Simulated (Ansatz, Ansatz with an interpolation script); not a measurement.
# Settings in Wannier-interpolated G0W0: AcOCl (P4/nmm)

Wanted: errors and cost of interpolated bands of AcOCl (P4/nmm) under coarser or faulty settings.

Main program and level: Ansatz 0.2.0; maximally localised Wannier functions, LDA, plane waves, PAW; PAW set ansatz+soft_1.

Most raw output is cut from this account.

The database entry behind the starting cell is an old determination (1949), so it need not match the best structure at ambient conditions.

### 1. Set-up

It takes space group P4/nmm (No. 129, tetragonal). The conventional cell has a = 4.250 Å, b = 4.250 Å, c = 7.080 Å, α = 90.00°, β = 90.00°, γ = 90.00°. Ac has 4 O at 2.48 Å and 6 Cl at 3.26 to 3.82 Å nearest. Nearest to Cl lie 6 Ac at 3.26 to 3.82 Å and 4 O at 3.32 Å. Nearest to O lie 4 Ac at 2.48 Å. Farther neighbours and most contacts between anions are not listed.

The cell and positions come from the Crystallography Open Database and are kept as given unless a step says otherwise. Spin-orbit coupling is left out unless a step names it.

### 2. Wannier model on 8×8×4

Localised functions give a small Hamiltonian that interpolates between mesh points at no cost.

Input file input.yaml:

```yaml
crystal:
  lattice:
    - [4.25, 0.0, 0.0]
    - [0.0, 4.25, 0.0]
    - [0.0, 0.0, 7.08]
  atoms:
    - { symbol: Ac, position: [0.0, 0.5, 0.18] }
    - { symbol: Ac, position: [0.5, 0.0, 0.82] }
    - { symbol: Cl, position: [0.0, 0.5, 0.64] }
    - { symbol: Cl, position: [0.5, 0.0, 0.36] }
    - { symbol: O, position: [0.0, 0.0, 0.0] }
    - { symbol: O, position: [0.5, 0.5, 0.0] }
kpoints:
  mp_grid: { grid: [4, 4, 2] }
hamiltonian:
  xc: lda
  pseudopotentials:
    kind: paw
    azcp: { Cl: "soft_1/Cl.paw.azcp", O: "soft_1/O.paw.azcp" }
    xc_functional: pbe
scf:
  occupations: { method: fixed }
  n_extra_bands: 68
output:
  wannier:
    kmesh: [8, 8, 4]
    projections:
      - { species: Ac, l: d, shell: 6 }
      - { species: Ac, l: f, shell: 5 }
      - { species: Cl, l: p, shell: 3 }
      - { species: O, l: p, shell: 2 }
    minimise: true
    write_hr: true
    seedname: w
    conv_tol: 1.0e-06
    max_iter: 20000
    stability_check: false
    disentanglement:
      window: [5.29, 20.44]
      frozen_window: [5.29, 13.46]
      conv_tol: 1.0e-08
```

On the command line:

```console
ansatz run input.yaml --threads 8 --pin off --max-ram 18432MiB --backend cpu --events-out ev --progress --plain --runs-dir out
```

The job ended after 26 s (8 threads of AMD EPYC 9B45 (Zen 5), shared host; peak memory 2.5 GiB).

Numbers from this step:

```
gauge-invariant spread     : 63.90 Å²
diagonal spread            : 0.06325 Å²
off-diagonal spread        : 10.21 Å²
total spread               : 74.17 Å²
least projectability       : 0.3798
localisation steps         : 2066
disentanglement steps      : 710
r.m.s. interpolation error : 6.42e-4 eV
r.m.s. error near the gap  : 6.97e-4 eV
```

Near the gap the model misses directly solved bands by 0.7 meV r.m.s. and by 5 meV at most in the window tested. This tests the starting bands, not the corrections carried with them.

### 3. Wannier model on 4×4×2

input.yaml: that of step 2 with these lines changed.

```diff
@@ -25,3 +25,3 @@
   wannier:
-    kmesh: [8, 8, 4]
+    kmesh: [4, 4, 2]
     projections:
```

Run time: 3.9 s. Hardware: 8 threads; peak memory 1.3 GiB.

This step gave:

| Item | Value |
| --- | --- |
| gauge-invariant spread | 56.22 Å² |
| diagonal spread | 0.07879 Å² |
| off-diagonal spread | 10.33 Å² |
| total spread | 66.62 Å² |
| least projectability | 0.3745 |
| localisation steps | 746 |
| disentanglement steps | 257 |
| r.m.s. interpolation error | 0.007218 eV |
| r.m.s. error near the gap | 0.007648 eV |

Near the gap the model misses directly solved bands by 7.6 meV r.m.s. and by 39 meV at most in the window tested. This tests the starting bands, not the corrections carried with them.

Frozen up to 4.56 eV; above it the model need not follow the bands. The electronic bands at the labelled points (eV, zero at the valence-band top; v1 is the highest filled band, c1 the lowest empty one):

| point | v4 | v3 | v2 | v1 | c1 | c2 | c3 | c4 |
| --- | --- | --- | --- | --- | --- | --- | --- | --- |
| Γ | -1.18 | -0.44 | -0.02 | -0.02 | 4.06 | 5.93 | 6.10 | 6.70 |
| halfway | -1.27 | -0.62 | -0.37 | -0.35 | 5.13 | 5.76 | 6.33 | 6.55 |
| X | -1.06 | -1.06 | -0.44 | -0.44 | 5.41 | 5.41 | 6.32 | 6.32 |
| halfway | -0.69 | -0.69 | -0.32 | -0.32 | 5.81 | 5.81 | 6.38 | 6.38 |
| M | -0.62 | -0.62 | -0.19 | -0.19 | 6.36 | 6.36 | 6.58 | 6.58 |
| halfway | -0.94 | -0.93 | -0.56 | 0.00 | 5.96 | 5.99 | 6.16 | 6.55 |
| Γ | -1.18 | -0.44 | -0.02 | -0.02 | 4.06 | 5.93 | 6.10 | 6.70 |
| halfway | -1.16 | -0.67 | -0.06 | -0.06 | 4.27 | 5.77 | 5.99 | 6.40 |
| Z | -1.13 | -0.99 | -0.10 | -0.10 | 4.90 | 5.00 | 6.07 | 6.47 |
| halfway | -1.29 | -0.39 | -0.36 | -0.01 | 5.31 | 5.65 | 6.13 | 6.28 |
| R | -0.67 | -0.67 | -0.48 | -0.48 | 5.48 | 5.48 | 6.65 | 6.65 |
| halfway | -0.59 | -0.59 | -0.31 | -0.31 | 6.00 | 6.00 | 6.75 | 6.75 |
| A | -0.54 | -0.54 | -0.22 | -0.22 | 6.49 | 6.49 | 6.84 | 6.84 |
| halfway | -0.88 | -0.47 | -0.31 | -0.01 | 5.95 | 6.21 | 6.33 | 6.34 |
| Z | -1.13 | -0.99 | -0.10 | -0.10 | 4.90 | 5.00 | 6.07 | 6.47 |
| jump to X | -1.06 | -1.06 | -0.44 | -0.44 | 5.41 | 5.41 | 6.32 | 6.32 |
| halfway | -0.85 | -0.85 | -0.46 | -0.46 | 5.44 | 5.45 | 6.65 | 6.65 |
| R | -0.67 | -0.67 | -0.48 | -0.48 | 5.48 | 5.48 | 6.65 | 6.65 |
| jump to M | -0.62 | -0.62 | -0.19 | -0.19 | 6.36 | 6.36 | 6.58 | 6.58 |
| halfway | -0.62 | -0.62 | -0.21 | -0.21 | 6.52 | 6.52 | 6.59 | 6.59 |
| A | -0.54 | -0.54 | -0.22 | -0.22 | 6.49 | 6.49 | 6.84 | 6.84 |

The same for Kohn-Sham, solved directly:

| point | v4 | v3 | v2 | v1 | c1 | c2 | c3 | c4 |
| --- | --- | --- | --- | --- | --- | --- | --- | --- |
| Γ | -1.18 | -0.44 | -0.02 | -0.02 | 4.06 | 4.65 | 5.54 | 5.93 |
| X | -1.06 | -1.06 | -0.44 | -0.44 | 5.41 | 5.41 | 5.91 | 5.91 |
| M | -0.62 | -0.62 | -0.19 | -0.19 | 5.96 | 5.96 | 6.57 | 6.57 |
| Γ | -1.18 | -0.44 | -0.02 | -0.02 | 4.06 | 4.65 | 5.54 | 5.93 |
| Z | -1.13 | -0.99 | -0.10 | -0.10 | 4.90 | 5.00 | 5.65 | 6.07 |
| R | -0.67 | -0.67 | -0.48 | -0.48 | 5.47 | 5.47 | 6.65 | 6.65 |
| A | -0.54 | -0.54 | -0.22 | -0.22 | 6.48 | 6.48 | 6.64 | 6.64 |
| Z | -1.13 | -0.99 | -0.10 | -0.10 | 4.90 | 5.00 | 5.65 | 6.07 |
| X | -1.06 | -1.06 | -0.44 | -0.44 | 5.41 | 5.41 | 5.91 | 5.91 |
| R | -0.67 | -0.67 | -0.48 | -0.48 | 5.47 | 5.47 | 6.65 | 6.65 |
| M | -0.62 | -0.62 | -0.19 | -0.19 | 5.96 | 5.96 | 6.57 | 6.57 |
| A | -0.54 | -0.54 | -0.22 | -0.22 | 6.48 | 6.48 | 6.64 | 6.64 |

### 4. A faulty Wannier input

input.yaml: that of step 3 with these lines changed.

```diff
@@ -39,3 +39,3 @@
       window: [5.29, 20.44]
-      frozen_window: [5.29, 13.46]
+      frozen_window: [5.29, 19.94]
       conv_tol: 1.0e-08
```

Wall time 2.9 s (8 threads); peak memory 1.3 GiB.

The run ended with an error after its SCF cycle had converged; no result of it is taken.

The program's message: “Error: <dir> frozen window holds 40 > num_wann = 36 bands at ik = 0 (ik counts from 0, the k-points of the .win, .mmn and .eig files from 1)”

The fault put into this input: a frozen window with more states than functions.

### 5. G0W0: 4×4×2 mesh, 533 empty bands, screening to 150 eV, PAW set soft_1 files

G0W0 replaces the xc potential by the self-energy, built once from these orbitals. Only a window of levels is corrected, while the sums run over the empty bands that the input names.

This step: G0W0 on LDA, plane waves, PAW; PAW set ansatz+soft_1.

input.yaml, the sections that differ from step 4:

```yaml
scf:
  occupations: { method: fixed }
gw:
  n_empty_bands: 533
  ecut_chi: 150.0
  qp_bands: [v12, c1]
  screening: { model: contour_deformation }
# crystal, kpoints, hamiltonian: as in step 4
# output: removed
```

It took 1.7 min on 8 threads; peak memory 5 GiB; 12 min of CPU time.

The G0W0 gap on the mesh is 5.671 eV.

### 6. G0W0: 4×4×2 mesh, 247 empty bands, screening to 90 eV, PAW set soft_1 files

input.yaml: that of step 5 with these lines changed.

```diff
@@ -23,4 +23,4 @@
 gw:
-  n_empty_bands: 533
-  ecut_chi: 150.0
+  n_empty_bands: 247
+  ecut_chi: 90
   qp_bands: [v12, c1]
```

The job ended after 33 s (8 threads; peak memory 2.2 GiB).

The G0W0 gap on the mesh is 5.531 eV.

### 7. G0W0: 4×4×2 mesh, 533 empty bands, screening to 150 eV, plasmon pole, PAW set soft_1 files

input.yaml: that of step 6 with these lines changed.

```diff
@@ -23,5 +23,5 @@
 gw:
-  n_empty_bands: 247
-  ecut_chi: 90
+  n_empty_bands: 533
+  ecut_chi: 150.0
   qp_bands: [v12, c1]
-  screening: { model: contour_deformation }
+  screening: { model: godby_needs }
```

Elapsed: 3.2 min, on 8 threads; peak memory 5 GiB; 24 min of CPU time.

The G0W0 gap on the mesh is 5.621 eV.

### 8. Interpolated results

Times are wall times on 8 threads of AMD EPYC 9B45 (Zen 5), shared host, good to a factor of about two.

| GW mesh | empty bands | cutoff (eV) | frequency | gap on mesh (eV) | gap over zone (eV) | direct gap (eV) | valence width (eV) | GW time |
| --- | --- | --- | --- | --- | --- | --- | --- | --- |
| 4×4×2 | 533 | 150 | contour deformation | 5.671 | 5.633 | 5.793 | 4.061 | 1.7 min |
| 4×4×2 | 247 | 90 | contour deformation | 5.531 | 5.495 | 5.650 | 4.143 | 33 s |
| 4×4×2 | 533 | 150 | plasmon pole | 5.621 | 5.582 | 5.749 | 4.208 | 3.2 min |

### 9. Results

- 4×4×2 mesh, 533 empty bands, screening to 150 eV, PAW set soft_1 files: 5.63 eV
- 4×4×2 mesh, 247 empty bands, screening to 90 eV, PAW set soft_1 files: 5.50 eV
- 4×4×2 mesh, 533 empty bands, screening to 150 eV, plasmon pole, PAW set soft_1 files: 5.58 eV

The largest change, −0.14 eV in the gap over the zone, comes with 4×4×2 mesh, 247 empty bands, screening to 90 eV, PAW set soft_1 files. The first run is a reference, not a converged one, and where a row moves several settings no single cause can be named. Coarser Wannier mesh (4×4×2): the miss near the gap goes from under 1 (the model on 8×8×4) to 8 meV and the total spread from 74.2 to 66.6 Å². With 4×4×2 mesh, 247 empty bands, screening to 90 eV, PAW set soft_1 files the gap over the zone moves by −0.14 eV and that on the mesh by −0.14 eV. With 4×4×2 mesh, 533 empty bands, screening to 150 eV, plasmon pole, PAW set soft_1 files the gap over the zone moves by −0.05 eV and that on the mesh by −0.05 eV. Gaps over the zone and on the mesh differ where an edge lies off the mesh, or where a GW run starts from another density: the starting gap over the zone is 4.063 eV, on the GW meshes it is 4.065 eV. The 4×4×2 mesh is coarse for this cell (its supercell is 14 Å along the shortest edge). The RPA ε∞ on it, from the LDA start, is 3.85 and 4.05; such meshes misread the long-range screening, most where the gap is narrow. The compound holds f electrons or empty f levels, where one-shot G0W0 is unsure. The many-body steps are scalar-relativistic: spin-orbit coupling is not in them.

[Paths, hosts, dates, memory and timing lines, banners, echoed tables and standing remarks are left out of the program output.]

[Logs are printed without paths, hosts, clocks, repeated set-up lines and the standing remarks that a program may print on its own settings, such as how far it seeks lower states.]

[Runs of the session that timed out or met a known fault of the program may be left out.]

[Hosts, paths, dates, database ids (printed as entryN), source tags and the programs' standing remarks are cut or masked in the printed files.]
